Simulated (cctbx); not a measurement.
## Interatomic vectors of Yb3Mn3Fe2Rh

Space group P-62m (no. 189), a = 6.9170 Å, b = 6.9170 Å, c = 3.6970 Å, α = 90.00°, β = 90.00°, γ = 120.00°, content Yb3 Rh1 Fe2 Mn3.

The data are simulated with cctbx, not measured: Mo Kα, λ = 0.71073 Å, to d = 0.6 Å, 95 % of the full sphere, strongest reflection 5000 counts, noise from counting, a 6 % proportional error and a noise floor of 8 counts (s.d.); no absorption.

Patterson synthesis, origin scaled to 1000:

```text
Patterson group P 6/m m m
      u       v       w   height  length (A)
  0.000   0.000   0.000   1000.0     0.00
  0.178   0.589   0.000    264.1     3.62
  0.000   0.409   0.000    134.9     2.83
  0.333   0.667   0.500     85.8     4.40
  0.072   0.333   0.500     77.9     2.80
  0.206   0.412   0.500     72.1     3.09
  0.000   0.324   0.500     67.5     2.90
  0.333   0.667   0.000     31.5     3.99
  0.114   0.441   0.000     18.0     2.74
  0.266   0.532   0.000     16.8     4.45
  0.063   0.125   0.119     15.7     0.87
  0.000   0.000   0.242     15.0     0.90
  0.072   0.143   0.000     13.8     0.86
  0.038   0.077   0.196     13.5     0.86
```

**Question.** Which atom pairs make the peaks, and where is the heaviest atom?

A peak at u stands for all pairs with xi − xj = u, with weight Σ ZiZj against Σ Z² = 19952 at the origin. Peak heights follow these weights only roughly, since form factors, motion and series ripples differ, all vectors within 0.55 Å of a peak are counted as merged into it though the farther ones add only part of their weight, and F(000) is left out, which lowers the whole map:

| u | v | w | shortest length (Å) | height | 1000 ΣZiZj/ΣZ² | pairs in the cell |
| --- | --- | --- | --- | --- | --- | --- |
| 0.178 | 0.589 | 0.000 | 3.62 | 264 | 246 | 1 × Yb–Yb |
| 0.000 | 0.409 | 0.000 | 2.83 | 135 | 158 | 1 × Yb–Rh |
| 0.333 | 0.667 | 0.500 | 4.40 | 86 | 117 | 2 × Rh–Fe |
| 0.072 | 0.333 | 0.500 | 2.80 | 78 | 179 | 1 × Yb–Fe, 1 × Yb–Mn |
| 0.206 | 0.412 | 0.500 | 3.08 | 72 | 175 | 2 × Yb–Mn |
| 0.000 | 0.324 | 0.500 | 2.91 | 68 | 270 | 2 × Yb–Fe, 1 × Yb–Mn |

The table stops at ten peaks or at a height of 45, below which ripples compete. In the model behind the data Yb, the heaviest element, has 1 independent site: (0.4105, 0.4105, 1/2), up to an allowed shift of origin; the Yb–Yb vectors are differences of these positions and their symmetry mates. The whole model:

| atom | mult. | x | y | z | Ueq (Å²) |
| --- | --- | --- | --- | --- | --- |
| Yb1 | 3 | 0.4105 | 0.4105 | 1/2 | 0.0039 |
| Rh1 | 1 | 0 | 0 | 1/2 | 0.0039 |
| Fe1 | 2 | 1/3 | 2/3 | 0 | 0.0054 |
| Mn1 | 3 | 0.7563 | 0.7563 | 0 | 0.0040 |

The model is made up (kin elements in a known structure type, no relaxation), so it says nothing on whether the phase exists.

[Logs are printed without paths, hosts, clocks, repeated set-up lines and the standing remarks that a program may print on its own settings, such as how far it seeks lower states.]
